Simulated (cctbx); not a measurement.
## Occupancies in Re3Mo2C6

Cell a = 6.6910 Å, b = 10.2480 Å, c = 7.1500 Å, α = 90.00°, β = 90.66°, γ = 90.00°; space group C2/c (no. 15); nominal formula Re3Mo2C6.

Simulated single-crystal data (cctbx): synchrotron X-rays, λ = 0.4959 Å, to d = 0.84 Å, 70 % of the full sphere, strongest reflection 70000 counts, noise from counting, a 2 % proportional error and a noise floor of 15 counts (s.d.); no absorption.

With every site full:

```text
Rint 0.016, 428 unique reflections to 0.84 A
cycle     R1     wR2    GooF  max shift (A)
   1  0.1097  0.2658  12.994   0.04938
   4  0.0434  0.1247   6.095   0.00007
final R1 0.0434 wR2 0.1247 GooF 6.095  parameters 50  data/parameter 8.6
atom        x        y        z      Ueq    occ   su(xyz)  su(Uiso or U11)
Re1    0.10390  0.08824  0.91583   0.0167  1.000  0.00017  0.0007
Re2    0.50000  0.09309  0.75000   0.0276  1.000  0.00018  0.0011
Mo2    0.71432  0.82749  0.67304   0.0107  1.000  0.00030  0.0010
C1     0.59873  0.04288  0.46738   0.0358  1.000  0.00548  0.0237
C2     0.63574  0.21009  0.52194   0.0272  1.000  0.00491  0.0162
C3     0.80126  0.04526  0.86075   0.0371  1.000  0.00568  0.0176
difference map: max 4.64 min -4.40 rms 0.83
Q1    0.2061  0.3249  0.6985    8    4.67  0.19 A from Mo2
Q2    0.0967  0.0689  0.9432    8    2.19  0.28 A from Re1
Q3    0.2171  0.0771  0.6262    8    1.23  0.36 A from C3
Q4    0.1559  0.0608  0.4236    8    1.22  1.57 A from Re1
Q5    0.0920  0.3760  0.4946    8    1.20  1.55 A from C1
Q6    0.9890  0.3276  0.1227    8    1.12  1.22 A from Re2
```

With the occupancies of the suspect sites free, each still typed as its main element:

```text
Rint 0.016, 428 unique reflections to 0.84 A
cycle     R1     wR2    GooF  max shift (A)
   1  0.1206  0.2785  13.651   0.05564
   4  0.0089  0.0200   0.979   0.00031
final R1 0.0089 wR2 0.0199 GooF 0.977  parameters 52  data/parameter 8.2
atom        x        y        z      Ueq    occ   su(xyz)  su(Uiso or U11)
Re1    0.10389  0.08829  0.91591   0.0186  1.000  0.00003  0.0001
Re2    0.50000  0.09304  0.75000   0.0205  0.858  0.00003  0.0002
Mo2    0.71444  0.82739  0.67305   0.0198  1.137  0.00005  0.0002
C1     0.59730  0.04339  0.46352   0.0340  1.000  0.00081  0.0032
C2     0.63335  0.21294  0.51899   0.0335  1.000  0.00082  0.0028
C3     0.80290  0.04762  0.86807   0.0290  1.000  0.00077  0.0027
su of occupancy Re2: 0.002
su of occupancy Mo2: 0.003
difference map: max 0.64 min -0.57 rms 0.19
Q1    0.0956  0.1006  0.7991    8    0.64  0.85 A from Re1
Q2    0.0112  0.3174  0.1726    8    0.62  1.08 A from Re2
Q3    0.2415  0.0538  0.0766    8    0.62  1.12 A from C1
Q4    0.1339  0.3803  0.3203    8    0.60  1.06 A from Re2
Q5    0.0000  0.2136  0.2500    4    0.58  1.98 A from Re2
Q6    0.2410  0.4936  0.5806    8    0.58  1.37 A from C1
```

**Question.** What is the disorder?

X-rays count electrons. Re2 refines to 0.858(0.002), or 64.3 electrons; the site truly holds 0.7 Re and 0.3 Mo, 65.1 electrons, which is 0.868 of Re; Mo2 refines to 1.137(0.003), or 47.8 electrons; the site truly holds 0.85 Mo and 0.15 Re, 46.9 electrons, which is 1.118 of Mo. A value under 1 can't tell vacancies from a lighter guest, and one over 1 needs a heavier guest; chemistry or a second radiation must settle which. Occupancy correlates with U and the scale, and the two elements' form factors differ in shape, so the match is approximate.

Freeing them takes R1 from 0.0434 to 0.0089 and GooF from 6.09 to 0.98.

This is a model crystal, built by substitution and not relaxed, with assumed displacement parameters.

[Middle refinement cycles are left out of these outputs.]

[Logs are printed without paths, hosts, clocks, repeated set-up lines and the standing remarks that a program may print on its own settings, such as how far it seeks lower states.]
